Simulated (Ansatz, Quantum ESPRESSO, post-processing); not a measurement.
# Work function of Ta(110), 5 layers, one monolayer of C on longbridge sites, part 2 of 2

Wanted: work functions and the surface dipole of Ta(110), 5 layers, one monolayer of C on longbridge sites at several levels, with their cost.

Quantum ESPRESSO 7.5; plane-wave DFT, PBE, GBRV ultrasoft pseudopotentials; geometry and cross-check by Ansatz 0.2.0 with PAW datasets.

So far. Step 9 (Ground state: PBE, PseudoDojo norm-conserving): The upper face goes from 6.054 eV (PBE, GBRV) to 6.071 eV, a change of +0.017 eV, a small one, from the pseudopotentials and their cutoffs. Step 10 (SCF with pw.x: RPBE, GBRV ultrasoft): The upper face goes from 6.054 eV (PBE, GBRV) to 5.967 eV, a change of -0.087 eV.

## 11. Self-consistent run: revPBE, GBRV ultrasoft

Level of this step: plane-wave DFT, revPBE, GBRV ultrasoft pseudopotentials made under PBE (Quantum ESPRESSO 7.5). input_dft overrides the functional of the files.

File gbrv-revpbe.in:

```
&control
  prefix = 'gbrv-revpbe'
  outdir = './out'
  pseudo_dir = './pseudo'
  calculation = 'scf'
  tprnfor = .true.
/
&system
  ibrav = 0
  nat = 6
  ntyp = 2
  ecutwfc = 40
  ecutrho = 200
  input_dft = 'revpbe'
  occupations = 'smearing'
  smearing = 'mv'
  degauss = 0.02
  assume_isolated = 'esm'
  esm_bc = 'bc1'
/
&electrons
  conv_thr = 1e-07
  mixing_beta = 0.4
  electron_maxstep = 120
  mixing_mode = 'local-TF'
/
ATOMIC_SPECIES
  Ta  180.9479  ta_pbe_v1.uspp.F.UPF
  C   12.0110  c_pbe_v1.2.uspp.F.UPF
CELL_PARAMETERS angstrom
  2.34052344570000 -1.65500000000000 0.00000000000000
  2.34052344570000 1.65500000000000 0.00000000000000
  0.00000000000000 0.00000000000000 28.36209378290000
ATOMIC_POSITIONS crystal
  Ta  0.000000000000 0.000000000000 -0.185673668559
  Ta  0.500000000000 0.500000000000 -0.103150725659
  Ta  0.000000000000 0.000000000000 -0.020627782759
  Ta  0.500000000000 0.500000000000 0.060637333227
  Ta  0.000000000000 0.000000000000 0.148076844328
  C   0.500000000000 0.500000000000 0.185673668559
K_POINTS automatic
  10 10 1 0 0 0
```

Run with:

```console
OMP_NUM_THREADS=1 mpirun -n 4 pw.x -nk 4 -in gbrv-revpbe.in > gbrv-revpbe.out
```

Elapsed: 1.9 min, on 4 MPI ranks of Intel Xeon Platinum 8488C (Sapphire Rapids), shared host; peak memory 0.92 GiB.

Read from the output:

```
free energy                                                    : -9807.6107 eV
Fermi energy                                                   : -5.365 eV
vacuum line at the lower end of the cell, over the Fermi level : 4.759 eV
vacuum line at the upper end of the cell, over the Fermi level : 5.971 eV
```

The potential energy, planar mean oscillates, so the rows of the table below give means over windows of 2.34 Å about each position, cut where the curve ends. Its maxima inside the range that stand out by 2 % of the span (Å: eV): -4.1: -1.30, -1.8: -1.36, 0.6: -1.64, 2.9: -0.885. Its minima: -5.5: -7.96, -2.9: -7.77, -0.6: -7.72, 1.9: -7.73, 5.0: -11.6.

Electrostatic potential energy of an electron; zero at the Fermi level. Table of potential energy, planar mean by z; means over each step:

| z (Å) | potential energy, planar mean (eV) |
| --- | --- |
| -12.95 | 4.76 |
| -10.61 | 4.76 |
| -8.27 | 4.57 |
| -5.93 | -3.72 |
| -3.59 | -5.40 |
| -1.25 | -5.41 |
| 1.09 | -5.54 |
| 3.43 | -5.52 |
| 5.77 | -2.07 |
| 8.11 | 5.95 |
| 10.45 | 5.97 |
| 12.79 | 5.97 |

The upper face goes from 6.054 eV (PBE, GBRV) to 5.971 eV, a change of -0.083 eV.

## 12. SCF with pw.x: no dipole correction

What happens without any correction? The same slab is run as a plain periodic cell.

Level of this step: plane-wave DFT, PBE, GBRV ultrasoft pseudopotentials (Quantum ESPRESSO 7.5).

File nodip.in:

```
&control
  prefix = 'nodip'
  outdir = './out'
  pseudo_dir = './pseudo'
  calculation = 'scf'
  tprnfor = .true.
/
&system
  ibrav = 0
  nat = 6
  ntyp = 2
  ecutwfc = 40
  ecutrho = 200
  occupations = 'smearing'
  smearing = 'mv'
  degauss = 0.02
/
&electrons
  conv_thr = 1e-07
  mixing_beta = 0.4
  electron_maxstep = 120
  mixing_mode = 'local-TF'
/
ATOMIC_SPECIES
  Ta  180.9479  ta_pbe_v1.uspp.F.UPF
  C   12.0110  c_pbe_v1.2.uspp.F.UPF
CELL_PARAMETERS angstrom
  2.34052344570000 -1.65500000000000 0.00000000000000
  2.34052344570000 1.65500000000000 0.00000000000000
  0.00000000000000 0.00000000000000 28.36209378290000
ATOMIC_POSITIONS crystal
  Ta  0.000000000000 0.000000000000 0.292644120800
  Ta  0.500000000000 0.500000000000 0.375167063700
  Ta  0.000000000000 0.000000000000 0.457690006600
  Ta  0.500000000000 0.500000000000 0.538955122587
  Ta  0.000000000000 0.000000000000 0.626394633687
  C   0.500000000000 0.500000000000 0.663991457919
K_POINTS automatic
  10 10 1 0 0 0
```

Run with:

```console
OMP_NUM_THREADS=1 mpirun -n 4 pw.x -nk 4 -in nodip.in > nodip.out
```

Run time: 70 s. Hardware: 4 MPI ranks; peak memory 0.85 GiB; 4.6 min of CPU time.

## 13. Electrostatic potential

File nodip.pot.in:

```
&inputpp
  prefix = 'nodip'
  outdir = './out'
  filplot = 'nodip.pot.dat'
  plot_num = 11
/
```

Run with:

```console
OMP_NUM_THREADS=1 mpirun -n 4 pp.x -in nodip.pot.in > nodip.pot.out
```

Elapsed: 1.2 s, on 4 MPI ranks; peak memory 0.14 GiB.

The potential energy, planar mean oscillates, so the rows of the table below give means over windows of 2.33 Å about each position, cut where the curve ends. Its maxima inside the range that stand out by 2 % of the span (Å: eV): 9.5: -1.25, 11.8: -1.31, 14.1: -1.57, 16.5: -0.857, 21.0: 5.93. Its minima: 8.1: -7.90, 10.6: -7.70, 13.0: -7.66, 15.4: -7.66, 18.7: -11.6.

Electrostatic potential energy of an electron; zero at the Fermi level. The potential energy, planar mean by z; means over each step:

z (Å), potential energy, planar mean (eV) and a bar from the least value:
```
     1.17        5.3 #############################
     3.50        5.1 ############################
     5.83        4.3 ##########################
     8.16       -5.3 ###
    10.48       -5.4 ###
    12.82       -5.4 ###
    15.14       -5.4 ###
    17.48       -6.8 
    19.80        1.3 ###################
    22.13        5.9 ##############################
    24.46        5.7 ##############################
    26.80        5.5 #############################
```

The vacuum now slopes by 82 meV/Å: the images' field stands in it, and it also polarises the slab.

## 14. All levels side by side

All levels:

| level | upper face (eV) | lower face (eV) | dipole (e Å) | CPU time (s) |
| --- | --- | --- | --- | --- |
| QE PBE GBRV, sawtooth | 6.07 | 4.845 | -0.05242 | 518.5 |
| QE PBE GBRV, ESM bc1 | 6.054 | 4.857 | - | 559.4 |
| QE PBE PseudoDojo norm-conserving, ESM bc1 | 6.071 | 4.842 | - | 1453 |
| QE RPBE GBRV ultrasoft, ESM bc1 | 5.967 | 4.752 | - | 535.3 |
| QE revPBE GBRV ultrasoft, ESM bc1 | 5.971 | 4.759 | - | 462.6 |
| QE PBE GBRV, periodic uncorrected (sloping vacuum, so no single level) | 5.64 | 5.154 | - | 277.7 |
| Ansatz PBE PAW, sawtooth (time of the whole relaxation) | 6.07 | 4.799 | -0.05445 | 138.3 |

The times are CPU seconds on a shared host; the codes use unlike cutoffs, datasets and smearings, so their times compare unlike work.

## 15. Self-consistent run, with smearing = mp and degauss = 0.005

A sensitivity test on the input.

File esm.w0.in:

```
&control
  prefix = 'esm.w0'
  outdir = './out'
  pseudo_dir = './pseudo'
  calculation = 'scf'
  tprnfor = .true.
/
&system
  ibrav = 0
  nat = 6
  ntyp = 2
  ecutwfc = 40
  ecutrho = 200
  occupations = 'smearing'
  smearing = 'mp'
  degauss = 0.005
  assume_isolated = 'esm'
  esm_bc = 'bc1'
/
&electrons
  conv_thr = 1e-07
  mixing_beta = 0.4
  electron_maxstep = 120
  mixing_mode = 'local-TF'
/
ATOMIC_SPECIES
  Ta  180.9479  ta_pbe_v1.uspp.F.UPF
  C   12.0110  c_pbe_v1.2.uspp.F.UPF
CELL_PARAMETERS angstrom
  2.34052344570000 -1.65500000000000 0.00000000000000
  2.34052344570000 1.65500000000000 0.00000000000000
  0.00000000000000 0.00000000000000 28.36209378290000
ATOMIC_POSITIONS crystal
  Ta  0.000000000000 0.000000000000 -0.185673668559
  Ta  0.500000000000 0.500000000000 -0.103150725659
  Ta  0.000000000000 0.000000000000 -0.020627782759
  Ta  0.500000000000 0.500000000000 0.060637333227
  Ta  0.000000000000 0.000000000000 0.148076844328
  C   0.500000000000 0.500000000000 0.185673668559
K_POINTS automatic
  10 10 1 0 0 0
```

Run with:

```console
OMP_NUM_THREADS=1 mpirun -n 4 pw.x -nk 4 -in esm.w0.in > esm.w0.out
```

It took 2.4 min on 4 MPI ranks; peak memory 0.92 GiB.

Beside the run it was changed from:

| quantity | this run | unchanged run | difference |
| --- | --- | --- | --- |
| vacuum line at the upper end of the cell, over the Fermi level (eV) | 6.017 | 6.054 | -0.037 |
| vacuum line at the lower end of the cell, over the Fermi level (eV) | 4.849 | 4.857 | -0.0073 |
| free energy (eV) | -9804.807 | -9804.792 | -0.015 |
| wall time (s) | 143 | 140 |  |
| SCF iterations | 39 | 32 |  |

The free energy moves by -2.5 meV an atom.

The free energy holds the smearing's entropy term, so it moves with degauss by construction.

Levels move by up to 37 meV, a modest change.

## 16. SCF with pw.x, with K_POINTS = [10, 10, 2]

One more run, with a changed input.

File esm.bad.in:

```
&control
  prefix = 'esm.bad'
  outdir = './out'
  pseudo_dir = './pseudo'
  calculation = 'scf'
  tprnfor = .true.
/
&system
  ibrav = 0
  nat = 6
  ntyp = 2
  ecutwfc = 40
  ecutrho = 200
  occupations = 'smearing'
  smearing = 'mv'
  degauss = 0.02
  assume_isolated = 'esm'
  esm_bc = 'bc1'
/
&electrons
  conv_thr = 1e-07
  mixing_beta = 0.4
  electron_maxstep = 75
  mixing_mode = 'local-TF'
/
ATOMIC_SPECIES
  Ta  180.9479  ta_pbe_v1.uspp.F.UPF
  C   12.0110  c_pbe_v1.2.uspp.F.UPF
CELL_PARAMETERS angstrom
  2.34052344570000 -1.65500000000000 0.00000000000000
  2.34052344570000 1.65500000000000 0.00000000000000
  0.00000000000000 0.00000000000000 28.36209378290000
ATOMIC_POSITIONS crystal
  Ta  0.000000000000 0.000000000000 -0.185673668559
  Ta  0.500000000000 0.500000000000 -0.103150725659
  Ta  0.000000000000 0.000000000000 -0.020627782759
  Ta  0.500000000000 0.500000000000 0.060637333227
  Ta  0.000000000000 0.000000000000 0.148076844328
  C   0.500000000000 0.500000000000 0.185673668559
K_POINTS automatic
  10 10 2 0 0 0
```

Run with:

```console
OMP_NUM_THREADS=1 mpirun -n 4 pw.x -nk 4 -in esm.bad.in > esm.bad.out
```

Elapsed: 0.84 s, on 4 MPI ranks; peak memory 0.1 GiB.

The program refused the input before any cycle.

The program's message: “Error in routine esm_check (2): incorrect k-point for ESM”

The change that led to it: K_POINTS = [10, 10, 2].

The message: “esm_check (2): incorrect k-point for ESM”. ESM wants the slab about z = 0 inside the cell and no k-points along the normal.

## 17. Worked from the printed numbers

In the first self-consistent run, on its own zero, the Fermi level is 4.982 eV and the upper vacuum level 11.052 eV: φ = 11.052 − (4.982) = 6.070 eV.

The dipole of -0.2518 D is -0.0524 e Å (1 D = 0.20819 e Å). A dipole layer steps the potential by e p/(ε₀A), with e/ε₀ = 180.95 V Å: 180.95 × 0.0524 / 7.747 = 1.224 eV, against 1.225 eV between the two work functions.

## 18. Summary of results

```yaml
work_function_of_the_covered_face_pbe_gbrv: 6.07 eV
work_function_of_the_bare_face_pbe_gbrv: 4.85 eV
covered_face_by_esm: 6.05 eV
dipole_along_the_normal: -0.0524 e·Å
covered_face_by_ansatz: 6.07 eV
```

At the first level (PBE, GBRV ultrasoft) the work function comes to 6.07 eV on the upper face and 4.85 eV on the lower. The C layer ends 1.07 Å above the top metal plane and raises the work function by 1.22 eV against the bare face. This is the step −180.95 p/A = +1.22 eV of the slab's dipole p = -0.05242 e Å, which the dipole correction builds in. The bare face is held at bulk positions, so it is no relaxed clean surface. ESM differs from the periodic treatment by -16 meV on the upper face and +12 meV on the lower; the slab's dipole converges slowly, so differences of this size remain at the threshold used. Over the levels tried, the uncorrected run apart, the upper face spans 5.97 eV (QE RPBE GBRV ultrasoft, ESM bc1) to 6.07 eV (QE PBE PseudoDojo norm-conserving, ESM bc1). Without a correction the vacuum potential slopes by 82 meV/Å, so no single vacuum level can be read. Quantum ESPRESSO and Ansatz give 6.07 and 6.07 eV for the upper face, which agree. Ansatz ran with Fermi-Dirac smearing of 0.1 eV against cold smearing of 0.02 Ry, which alone can move a level by some tens of meV. With 10×10 points and so few layers the values hold to some 0.05 to 0.1 eV. The slab is cut at a tabulated measured bulk lattice constant, given to two decimals. A full 1×1 monolayer may not be the stable structure at this coverage. Spin-orbit coupling is left out; depending on the atoms that carry the levels of interest, it can split and shift them by tenths of an eV to an eV or more.

[Logs are printed without paths, hosts, clocks, repeated set-up lines and the standing remarks that a program may print on its own settings, such as how far it seeks lower states.]

[Hosts, paths, dates, database ids (printed as entryN), source tags and the programs' standing remarks are cut or masked in the printed files.]

[Maps of the electrostatic potential energy from Ansatz leave out the sawtooth potential of an applied field or a dipole correction, so their vacuum need not be flat; planar profiles and work functions include it.]
